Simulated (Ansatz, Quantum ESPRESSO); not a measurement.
# 2H-NbSTe, 1 layer: response to a perpendicular field, part 4 of 7

How does 2H-NbSTe, 1 layer respond to a gate-like field without added charge?

Quantum ESPRESSO 7.5; plane-wave DFT, RPBE, GBRV ultrasoft pseudopotentials made under PBE; geometry and cross-check by Ansatz 0.2.0 with PAW datasets.

So far. Step 6 (SCF with pw.x: field 0.1 V/Å): The dipole goes from -0.0403 to -0.0066 e Å, 0.3364 e Å per V/Å. Step 7 (Electrostatic potential): The slope in the vacuum is 0.100 eV/Å for an applied 0.10 V/Å, as it should be.

### Step 8. SCF with pw.x: field 0.2 V/Å

f2.in

```
&control
  prefix = 'f2'
  outdir = './out'
  pseudo_dir = './pseudo'
  calculation = 'scf'
  tprnfor = .true.
  tefield = .true.
  dipfield = .true.
/
&system
  ibrav = 0
  nat = 3
  ntyp = 3
  ecutwfc = 40
  ecutrho = 200
  input_dft = 'rpbe'
  occupations = 'smearing'
  smearing = 'fd'
  degauss = 0.004
  edir = 3
  emaxpos = 0.97
  eopreg = 0.04
  eamp = 0.00388938
/
&electrons
  conv_thr = 1e-09
  mixing_beta = 0.4
  electron_maxstep = 120
  mixing_mode = 'plain'
  startingpot = 'file'
/
ATOMIC_SPECIES
  Te  127.6000  te_pbe_v1.uspp.F.UPF
  Nb  92.9064  nb_pbe_v1.uspp.F.UPF
  S   32.0600  s_pbe_v1.4.uspp.F.UPF
CELL_PARAMETERS angstrom
  3.53190124983176 0.00000000000000 -0.00000000000000
  -1.76595062491588 3.05871620601231 0.00000000000000
  -0.00000000000000 0.00000000000000 20.42899426260000
ATOMIC_POSITIONS crystal
  Te  0.333333333333 0.666666666667 0.417425539445
  Nb  0.000000000000 -0.000000000000 0.513359579975
  S   0.333333333333 0.666666666667 0.581986021980
K_POINTS automatic
  12 12 1 0 0 0
```

Launch:

```bash
$ cp -r out/f0.save out/f2.save
$ OMP_NUM_THREADS=1 mpirun -n 4 pw.x -nk 4 -in f2.in > f2.out
```

The program printed:

```text
[banner, memory and clock lines left out]
Program PWSCF v.7.5 starts
[...]
number of electrons       =        25.00
     number of Kohn-Sham states=           17
     kinetic-energy cutoff     =      40.0000  Ry
     charge density cutoff     =     200.0000  Ry
[...]
number of k points=    74  Fermi-Dirac smearing, width (Ry)=  0.0040
[...]
Dense  grid:    70913 G-vectors     FFT dimensions: (  32,  32, 180)
[...]
The initial density is read from file :
[...]
negative rho (up, down):  2.717E-03 0.000E+00
[...]
Starting wfcs are   21 randomized atomic wfcs
[...]
negative rho (up, down):  2.699E-03 0.000E+00
[...]
estimated scf accuracy    <       0.05696780 Ry
[...]
negative rho (up, down):  2.716E-03 0.000E+00
[...]
estimated scf accuracy    <       1.15561985 Ry
[...]
negative rho (up, down):  2.708E-03 0.000E+00
[...]
estimated scf accuracy    <       0.00281908 Ry
[...]
negative rho (up, down):  2.706E-03 0.000E+00
[...]
estimated scf accuracy    <       0.00033687 Ry
[...]
negative rho (up, down):  2.707E-03 0.000E+00
[...]
estimated scf accuracy    <       0.00008643 Ry
[...]
negative rho (up, down):  2.707E-03 0.000E+00
[...]
estimated scf accuracy    <       0.00000567 Ry
[...]
negative rho (up, down):  2.707E-03 0.000E+00
[...]
estimated scf accuracy    <       0.00000076 Ry
[...]
negative rho (up, down):  2.707E-03 0.000E+00
[...]
estimated scf accuracy    <       0.00000124 Ry
[...]
negative rho (up, down):  2.707E-03 0.000E+00
[...]
estimated scf accuracy    <       0.00000001 Ry
[...]
negative rho (up, down):  2.707E-03 0.000E+00
[...]
estimated scf accuracy    <          3.6E-09 Ry
[...]
negative rho (up, down):  2.707E-03 0.000E+00
[...]
Computed dipole along edir(3) :
        Dipole                0.0513 Ry au,          0.1303 Debye
        Dipole field          0.0004 Ry au,
        E field amplitude [Ha a.u.]:  3.8894E-03
        Potential amp.        0.2562 Ry
        Total length         37.0610 bohr
[...]
the Fermi energy is    -0.5621 ev
!    total energy              =    -168.77820190 Ry
     estimated scf accuracy    <          1.8E-10 Ry
     smearing contrib. (-TS)   =      -0.00289872 Ry
     internal energy E=F+TS    =    -168.77530317 Ry
[...]
one-electron contribution =    -832.24362926 Ry
     hartree contribution      =     416.71215522 Ry
     xc contribution           =     -41.41842768 Ry
     ewald contribution        =     288.17497516 Ry
     electric field correction =      -0.00037661 Ry
     convergence has been achieved in  11 iterations
     negative rho (up, down):  2.707E-03 0.000E+00
[...]
Total force =     0.008905     Total SCF correction =     0.000023
[...]
```

The job ended after 40 s (4 MPI ranks of Intel Xeon Platinum 8488C (Sapphire Rapids), shared host; peak memory 0.71 GiB).

This step gave:

| Property | Result |
| --- | --- |
| free energy | -2296.3444 eV |
| energy at zero smearing | -2296.3247 eV |
| Fermi energy | -0.5621 eV |
| dipole along the normal | 0.02713 e·Å |

The dipole goes from -0.0403 to 0.0271 e Å, 0.3370 e Å per V/Å.

### Step 9. Electrostatic potential

f2.pot.in

```
&inputpp
  prefix = 'f2'
  outdir = './out'
  filplot = 'f2.pot.dat'
  plot_num = 11
/
```

Launch:

```bash
$ OMP_NUM_THREADS=1 mpirun -n 4 pp.x -in f2.pot.in > f2.pot.out
```

The job ended after 1.7 s (4 MPI ranks; peak memory 0.11 GiB; 5.8 s of CPU time).

Read from the output:

| Item | Value |
| --- | --- |
| slope of the potential above | 0.2000 eV/Å |
| upper vacuum line continued to the top atoms, over the Fermi level | 5.282 eV |
| slope of the potential below | 0.1999 eV/Å |
| lower vacuum line continued to the bottom atoms, over the Fermi level | 5.063 eV |

The slope in the vacuum is 0.200 eV/Å for an applied 0.20 V/Å, as it should be.

### Step 10. Bands along a path: field 0.2 V/Å

f2.bands.in

```
&control
  prefix = 'f2.bands'
  outdir = './out'
  pseudo_dir = './pseudo'
  calculation = 'bands'
  tefield = .true.
  dipfield = .true.
/
&system
  ibrav = 0
  nat = 3
  ntyp = 3
  ecutwfc = 40
  ecutrho = 200
  input_dft = 'rpbe'
  occupations = 'smearing'
  smearing = 'fd'
  degauss = 0.004
  edir = 3
  emaxpos = 0.97
  eopreg = 0.04
  eamp = 0.00388938
  nbnd = 18
/
&electrons
  conv_thr = 1e-07
  mixing_beta = 0.4
  electron_maxstep = 120
  mixing_mode = 'local-TF'
/
ATOMIC_SPECIES
  Te  127.6000  te_pbe_v1.uspp.F.UPF
  Nb  92.9064  nb_pbe_v1.uspp.F.UPF
  S   32.0600  s_pbe_v1.4.uspp.F.UPF
CELL_PARAMETERS angstrom
  3.53190124983176 0.00000000000000 -0.00000000000000
  -1.76595062491588 3.05871620601231 0.00000000000000
  -0.00000000000000 0.00000000000000 20.42899426260000
ATOMIC_POSITIONS crystal
  Te  0.333333333333 0.666666666667 0.417425539445
  Nb  0.000000000000 -0.000000000000 0.513359579975
  S   0.333333333333 0.666666666667 0.581986021980
K_POINTS crystal_b
4
  0.0000000000 0.0000000000 0.0000000000 14
  0.5000000000 0.0000000000 0.0000000000 14
  0.3333333333 0.3333333333 0.0000000000 14
  0.0000000000 0.0000000000 0.0000000000 1
```

Launch:

```bash
$ cp -r out/f2.save out/f2.bands.save
$ cp out/f2.xml out/f2.bands.xml
$ OMP_NUM_THREADS=1 mpirun -n 4 pw.x -nk 4 -in f2.bands.in > f2.bands.out
```

The program printed:

```text
[banner, memory and clock lines left out]
Program PWSCF v.7.5 starts
[citation notice left out]

[...]
bravais-lattice index     =            0
     lattice parameter (alat)  =       6.6743  a.u.
     unit-cell volume          =    1489.3313 (a.u.)^3
     number of atoms/cell      =            3
     number of atomic types    =            3
     number of electrons       =        25.00
     number of Kohn-Sham states=           18
     kinetic-energy cutoff     =      40.0000  Ry
     charge density cutoff     =     200.0000  Ry
     Exchange-correlation= RPBE
                           (   1   4  44   4   0   0   0)

[...]
PseudoPot. # 1 for Te read from file:
     ./pseudo/te_pbe_v1.uspp.F.UPF
     Pseudo is Ultrasoft + core correction, Zval =  6.0
     Generated by new atomic code, or converted to UPF format
     Using radial grid of  891 points,  5 beta functions with:
                l(1) =   0
                l(2) =   0
                l(3) =   1
                l(4) =   1
                l(5) =   2
     Q(r) pseudized with  6 coefficients,  rinner =    1.800   1.800   1.800
                                                       1.800   1.800

     PseudoPot. # 2 for Nb read from file:
     ./pseudo/nb_pbe_v1.uspp.F.UPF
     Pseudo is Ultrasoft + core correction, Zval = 13.0
     Generated by new atomic code, or converted to UPF format
     Using radial grid of  887 points,  6 beta functions with:
                l(1) =   0
                l(2) =   0
                l(3) =   1
                l(4) =   1
                l(5) =   2
                l(6) =   2
     Q(r) pseudized with  6 coefficients,  rinner =    1.000   1.000   1.000
                                                       1.000   1.000

     PseudoPot. # 3 for S  read from file:
     ./pseudo/s_pbe_v1.4.uspp.F.UPF
     Pseudo is Ultrasoft + core correction, Zval =  6.0
     Generated by new atomic code, or converted to UPF format
     Using radial grid of  907 points,  6 beta functions with:
                l(1) =   0
                l(2) =   0
                l(3) =   1
                l(4) =   1
                l(5) =   2
                l(6) =   2
     Q(r) pseudized with  8 coefficients,  rinner =    1.300   1.300   1.300
                                                       1.300   1.300

     atomic species   valence    mass     pseudopotential
     Te                6.00   127.60000     Te( 1.00)
     Nb               13.00    92.90640     Nb( 1.00)
     S                 6.00    32.06000     S ( 1.00)

     No symmetry found

[...]
number of k points=    43  Fermi-Dirac smearing, width (Ry)=  0.0040
[...]
Dense  grid:    70913 G-vectors     FFT dimensions: (  32,  32, 180)

     Smooth grid:    51089 G-vectors     FFT dimensions: (  27,  27, 160)

     The potential is recalculated from file :
     ./out/f2.bands.save/charge-density

     negative rho (up, down):  2.707E-03 0.000E+00

     Adding external electric field

     Computed dipole along edir(3) :
        Dipole                0.0513 Ry au,          0.1303 Debye
        Dipole field          0.0004 Ry au,

        E field amplitude [Ha a.u.]:  3.8894E-03
        Potential amp.        0.2562 Ry
        Total length         37.0610 bohr

     Starting wfcs are   21 randomized atomic wfcs

     Band Structure Calculation
     Davidson diagonalization with overlap

     ethr =  4.00E-10,  avg # of iterations = 38.4

     End of band structure calculation

          k = 0.0000 0.0000 0.0000 (  6401 PWs)   bands (ev):

   -55.8060 -31.8827 -31.7830 -31.7830 -13.8259 -12.3973  -5.5315  -3.4278
    -3.4278  -2.5396  -1.0675  -1.0675   0.3746   2.2175   2.2175   2.6823
     2.6823   2.7655

          k = 0.0357 0.0206 0.0000 (  6401 PWs)   bands (ev):

   -55.8058 -31.8822 -31.7856 -31.7836 -13.8143 -12.3861  -5.5145  -3.4710
    -3.4227  -2.5240  -1.1049  -1.0842   0.3568   2.1949   2.2412   2.5805
     2.6596   2.8028

[...]
```

It took 15 s on 4 MPI ranks; peak memory 0.36 GiB.

Band numbers count within the set of bands kept for display. The electronic bands at the labelled points (eV, zero at the Fermi level; # counts the bands kept):

| point | #3 | #4 | #5 | #6 | #7 | #8 | #9 | #10 |
| --- | --- | --- | --- | --- | --- | --- | --- | --- |
| Γ | -2.87 | -1.98 | -0.51 | -0.51 | 0.94 | 2.78 | 2.78 | 3.24 |
| halfway | -2.80 | -2.62 | -1.47 | -0.79 | 0.01 | 1.85 | 2.41 | 3.15 |
| M | -3.52 | -3.00 | -1.55 | -0.61 | -0.23 | 2.22 | 2.30 | 3.29 |
| halfway | -3.49 | -3.01 | -2.08 | -1.53 | 0.09 | 1.89 | 2.67 | 3.38 |
| K | -3.70 | -3.32 | -2.83 | -1.61 | 0.19 | 1.51 | 2.85 | 3.30 |
| halfway | -3.14 | -2.64 | -1.60 | -1.14 | 0.02 | 1.71 | 2.30 | 3.01 |
| Γ | -2.87 | -1.98 | -0.51 | -0.51 | 0.94 | 2.78 | 2.78 | 3.24 |

Upper empty bands that drop with the field can be states of the vacuum, held by the sawtooth; they depend on the cell's width.

### Step 11. Ground state: field 0.3 V/Å

f3.in, as its differences from the input of step 8:

```diff
@@ -1,3 +1,3 @@
 &control
-  prefix = 'f2'
+  prefix = 'f3'
   outdir = './out'
@@ -22,3 +22,3 @@
   eopreg = 0.04
-  eamp = 0.00388938
+  eamp = 0.00583407
 /
```

Launch:

```bash
$ cp -r out/f0.save out/f3.save
$ OMP_NUM_THREADS=1 mpirun -n 4 pw.x -nk 4 -in f3.in > f3.out
```

The program printed:

```text
[banner, memory and clock lines left out]
Program PWSCF v.7.5 starts
[...]
number of electrons       =        25.00
     number of Kohn-Sham states=           17
     kinetic-energy cutoff     =      40.0000  Ry
     charge density cutoff     =     200.0000  Ry
[...]
number of k points=    74  Fermi-Dirac smearing, width (Ry)=  0.0040
[...]
Dense  grid:    70913 G-vectors     FFT dimensions: (  32,  32, 180)
[...]
The initial density is read from file :
[...]
negative rho (up, down):  2.717E-03 0.000E+00
[...]
Starting wfcs are   21 randomized atomic wfcs
[...]
negative rho (up, down):  2.681E-03 0.000E+00
[...]
estimated scf accuracy    <       0.12848086 Ry
[...]
negative rho (up, down):  2.707E-03 0.000E+00
[...]
estimated scf accuracy    <       2.93346220 Ry
[...]
negative rho (up, down):  2.689E-03 0.000E+00
[...]
estimated scf accuracy    <       0.01156631 Ry
[...]
negative rho (up, down):  2.690E-03 0.000E+00
[...]
estimated scf accuracy    <       0.00150037 Ry
[...]
negative rho (up, down):  2.692E-03 0.000E+00
[...]
estimated scf accuracy    <       0.00040523 Ry
[...]
negative rho (up, down):  2.695E-03 0.000E+00
[...]
estimated scf accuracy    <       0.00001566 Ry
[...]
negative rho (up, down):  2.697E-03 0.000E+00
[...]
estimated scf accuracy    <       0.00000374 Ry
[...]
negative rho (up, down):  2.699E-03 0.000E+00
[...]
estimated scf accuracy    <       0.00000488 Ry
[...]
negative rho (up, down):  2.699E-03 0.000E+00
[...]
estimated scf accuracy    <       0.00000054 Ry
[...]
negative rho (up, down):  2.700E-03 0.000E+00
[...]
estimated scf accuracy    <       0.00000003 Ry
[...]
negative rho (up, down):  2.700E-03 0.000E+00
[...]
estimated scf accuracy    <          3.5E-09 Ry
[...]
negative rho (up, down):  2.700E-03 0.000E+00
[...]
Computed dipole along edir(3) :
        Dipole                0.1152 Ry au,          0.2929 Debye
        Dipole field          0.0010 Ry au,
        E field amplitude [Ha a.u.]:  5.8341E-03
        Potential amp.        0.3604 Ry
        Total length         37.0610 bohr
[...]
the Fermi energy is    -0.5620 ev
!    total energy              =    -168.77852548 Ry
     estimated scf accuracy    <          4.0E-10 Ry
     smearing contrib. (-TS)   =      -0.00290690 Ry
     internal energy E=F+TS    =    -168.77561859 Ry
[...]
one-electron contribution =    -832.19445187 Ry
     hartree contribution      =     416.66272675 Ry
     xc contribution           =     -41.41763627 Ry
     ewald contribution        =     288.17497516 Ry
     electric field correction =      -0.00123235 Ry
     convergence has been achieved in  12 iterations
     negative rho (up, down):  2.700E-03 0.000E+00
[...]
Total force =     0.008663     Total SCF correction =     0.000095
[...]
```

Run time: 43 s. Hardware: 4 MPI ranks; peak memory 0.76 GiB; 2.8 min of CPU time.

Numbers from this step:

* free energy: -2296.3488 eV
* energy at zero smearing: -2296.3290 eV
* Fermi energy: -0.562 eV
* dipole along the normal: 0.06098 e·Å

The dipole goes from -0.0403 to 0.0610 e Å, 0.3375 e Å per V/Å.

### Step 12. Potential by pp.x

f3.pot.in

```
&inputpp
  prefix = 'f3'
  outdir = './out'
  filplot = 'f3.pot.dat'
  plot_num = 11
/
```

Launch:

```bash
$ OMP_NUM_THREADS=1 mpirun -n 4 pp.x -in f3.pot.in > f3.pot.out
```

The job ended after 1.8 s (4 MPI ranks; peak memory 0.11 GiB).

Numbers from this step:

- slope of the potential above: 0.3000 eV/Å
- upper vacuum line continued to the top atoms, over the Fermi level: 5.188 eV
- slope of the potential below: 0.2999 eV/Å
- lower vacuum line continued to the bottom atoms, over the Fermi level: 5.200 eV

The slope in the vacuum is 0.300 eV/Å for an applied 0.30 V/Å, as it should be.

Each curve counts from the Fermi level of its own run.

The potential energy (potential at 0 V/Å) oscillates, so the rows of the table below give means over windows of 1 Å about each position, cut where the curve ends. Its maxima inside the range that stand out by 2 % of the span (Å: eV): 8.5: 21.9, 11.3: -7.27. Its minima: 7.6: 0.830, 10.4: -22.1, 11.8: -10.8.

The runs together. Table of potential energy by z; means over each step:

| z (Å) | potential at 0 V/Å (eV) | potential at 0.1 V/Å (eV) | potential at 0.2 V/Å (eV) | potential at 0.3 V/Å (eV) |
| --- | --- | --- | --- | --- |
| 0 | 4.83 | 4.22 | 3.60 | 2.99 |
| 1 | 4.80 | 4.18 | 3.56 | 2.94 |
| 2 | 4.80 | 4.28 | 3.76 | 3.24 |
| 3 | 4.80 | 4.38 | 3.96 | 3.54 |
| 4 | 4.80 | 4.48 | 4.16 | 3.84 |
| 5 | 4.79 | 4.57 | 4.35 | 4.13 |
| 6 | 4.72 | 4.59 | 4.47 | 4.35 |
| 7 | 3.55 | 3.50 | 3.46 | 3.41 |
| 8 | 10.2 | 10.2 | 10.2 | 10.2 |
| 9 | 10.4 | 10.4 | 10.3 | 10.3 |
| 10 | -12.0 | -12.0 | -12.0 | -12.0 |
| 11 | -13.1 | -13.1 | -13.1 | -13.1 |
| 12 | -7.82 | -7.81 | -7.80 | -7.80 |
| 13 | 3.61 | 3.65 | 3.69 | 3.73 |
| 14 | 5.39 | 5.51 | 5.63 | 5.75 |
| 15 | 5.47 | 5.68 | 5.90 | 6.12 |
| 16 | 5.47 | 5.79 | 6.10 | 6.42 |
| 17 | 5.47 | 5.89 | 6.30 | 6.72 |
| 18 | 5.47 | 5.99 | 6.50 | 7.02 |
| 19 | 5.47 | 6.09 | 6.70 | 7.32 |
| 20 | 5.34 | 5.77 | 6.20 | 6.63 |

### Step 13. Bands along a path: field 0.3 V/Å

f3.bands.in, as its differences from the input of step 10:

```diff
@@ -1,3 +1,3 @@
 &control
-  prefix = 'f2.bands'
+  prefix = 'f3.bands'
   outdir = './out'
@@ -21,3 +21,3 @@
   eopreg = 0.04
-  eamp = 0.00388938
+  eamp = 0.00583407
   nbnd = 18
```

Launch:

```bash
$ cp -r out/f3.save out/f3.bands.save
$ cp out/f3.xml out/f3.bands.xml
$ OMP_NUM_THREADS=1 mpirun -n 4 pw.x -nk 4 -in f3.bands.in > f3.bands.out
```

The program printed:

```text
[banner, memory and clock lines left out]
Program PWSCF v.7.5 starts
[citation notice left out]

[...]
bravais-lattice index     =            0
     lattice parameter (alat)  =       6.6743  a.u.
     unit-cell volume          =    1489.3313 (a.u.)^3
     number of atoms/cell      =            3
     number of atomic types    =            3
     number of electrons       =        25.00
     number of Kohn-Sham states=           18
     kinetic-energy cutoff     =      40.0000  Ry
     charge density cutoff     =     200.0000  Ry
     Exchange-correlation= RPBE
                           (   1   4  44   4   0   0   0)

[...]
PseudoPot. # 1 for Te read from file:
     ./pseudo/te_pbe_v1.uspp.F.UPF
     Pseudo is Ultrasoft + core correction, Zval =  6.0
     Generated by new atomic code, or converted to UPF format
     Using radial grid of  891 points,  5 beta functions with:
                l(1) =   0
                l(2) =   0
                l(3) =   1
                l(4) =   1
                l(5) =   2
     Q(r) pseudized with  6 coefficients,  rinner =    1.800   1.800   1.800
                                                       1.800   1.800

     PseudoPot. # 2 for Nb read from file:
     ./pseudo/nb_pbe_v1.uspp.F.UPF
     Pseudo is Ultrasoft + core correction, Zval = 13.0
     Generated by new atomic code, or converted to UPF format
     Using radial grid of  887 points,  6 beta functions with:
                l(1) =   0
                l(2) =   0
                l(3) =   1
                l(4) =   1
                l(5) =   2
                l(6) =   2
     Q(r) pseudized with  6 coefficients,  rinner =    1.000   1.000   1.000
                                                       1.000   1.000

     PseudoPot. # 3 for S  read from file:
     ./pseudo/s_pbe_v1.4.uspp.F.UPF
     Pseudo is Ultrasoft + core correction, Zval =  6.0
     Generated by new atomic code, or converted to UPF format
     Using radial grid of  907 points,  6 beta functions with:
                l(1) =   0
                l(2) =   0
                l(3) =   1
                l(4) =   1
                l(5) =   2
                l(6) =   2
     Q(r) pseudized with  8 coefficients,  rinner =    1.300   1.300   1.300
                                                       1.300   1.300

     atomic species   valence    mass     pseudopotential
     Te                6.00   127.60000     Te( 1.00)
     Nb               13.00    92.90640     Nb( 1.00)
     S                 6.00    32.06000     S ( 1.00)

     No symmetry found

[...]
number of k points=    43  Fermi-Dirac smearing, width (Ry)=  0.0040
[...]
Dense  grid:    70913 G-vectors     FFT dimensions: (  32,  32, 180)

     Smooth grid:    51089 G-vectors     FFT dimensions: (  27,  27, 160)

     The potential is recalculated from file :
     ./out/f3.bands.save/charge-density

     negative rho (up, down):  2.700E-03 0.000E+00

     Adding external electric field

     Computed dipole along edir(3) :
        Dipole                0.1152 Ry au,          0.2929 Debye
        Dipole field          0.0010 Ry au,

        E field amplitude [Ha a.u.]:  5.8341E-03
        Potential amp.        0.3604 Ry
        Total length         37.0610 bohr

     Starting wfcs are   21 randomized atomic wfcs

     Band Structure Calculation
     Davidson diagonalization with overlap

     ethr =  4.00E-10,  avg # of iterations = 38.7

     End of band structure calculation

          k = 0.0000 0.0000 0.0000 (  6401 PWs)   bands (ev):

   -55.8085 -31.8856 -31.7851 -31.7851 -13.8230 -12.4045  -5.5314  -3.4262
    -3.4262  -2.5522  -1.0706  -1.0706   0.3825   2.2180   2.2180   2.4065
     2.6762   2.6762

          k = 0.0357 0.0206 0.0000 (  6401 PWs)   bands (ev):

   -55.8083 -31.8851 -31.7878 -31.7857 -13.8114 -12.3933  -5.5144  -3.4695
    -3.4211  -2.5363  -1.1083  -1.0874   0.3644   2.1950   2.2418   2.4161
     2.5998   2.6534

[...]
```

The job ended after 16 s (4 MPI ranks; peak memory 0.36 GiB; 62 s of CPU time).

Band numbers count within the set of bands kept for display. Electronic bands along the path, in eV, zero at the Fermi level; # counts the bands kept:

| point | #3 | #4 | #5 | #6 | #7 | #8 | #9 | #10 |
| --- | --- | --- | --- | --- | --- | --- | --- | --- |
| Γ | -2.86 | -1.99 | -0.51 | -0.51 | 0.94 | 2.78 | 2.78 | 2.97 |
| halfway | -2.80 | -2.62 | -1.48 | -0.80 | 0.02 | 1.84 | 2.41 | 3.15 |
| M | -3.52 | -2.99 | -1.56 | -0.62 | -0.23 | 2.21 | 2.30 | 3.28 |
| halfway | -3.49 | -3.01 | -2.09 | -1.54 | 0.09 | 1.88 | 2.66 | 3.38 |
| K | -3.71 | -3.32 | -2.83 | -1.61 | 0.18 | 1.51 | 2.84 | 3.30 |
| halfway | -3.14 | -2.64 | -1.61 | -1.15 | 0.02 | 1.70 | 2.29 | 3.02 |
| Γ | -2.86 | -1.99 | -0.51 | -0.51 | 0.94 | 2.78 | 2.78 | 2.97 |

Upper empty bands that drop with the field can be states of the vacuum, held by the sawtooth; they depend on the cell's width.

[end of part 4 of 7]

[Logs are printed without paths, hosts, clocks, repeated set-up lines and the standing remarks that a program may print on its own settings, such as how far it seeks lower states.]

[Hosts, paths, dates, database ids (printed as entryN), source tags and the programs' standing remarks are cut or masked in the printed files.]

[Maps of the electrostatic potential energy from Ansatz leave out the sawtooth potential of an applied field or a dipole correction, so their vacuum need not be flat; planar profiles and work functions include it.]
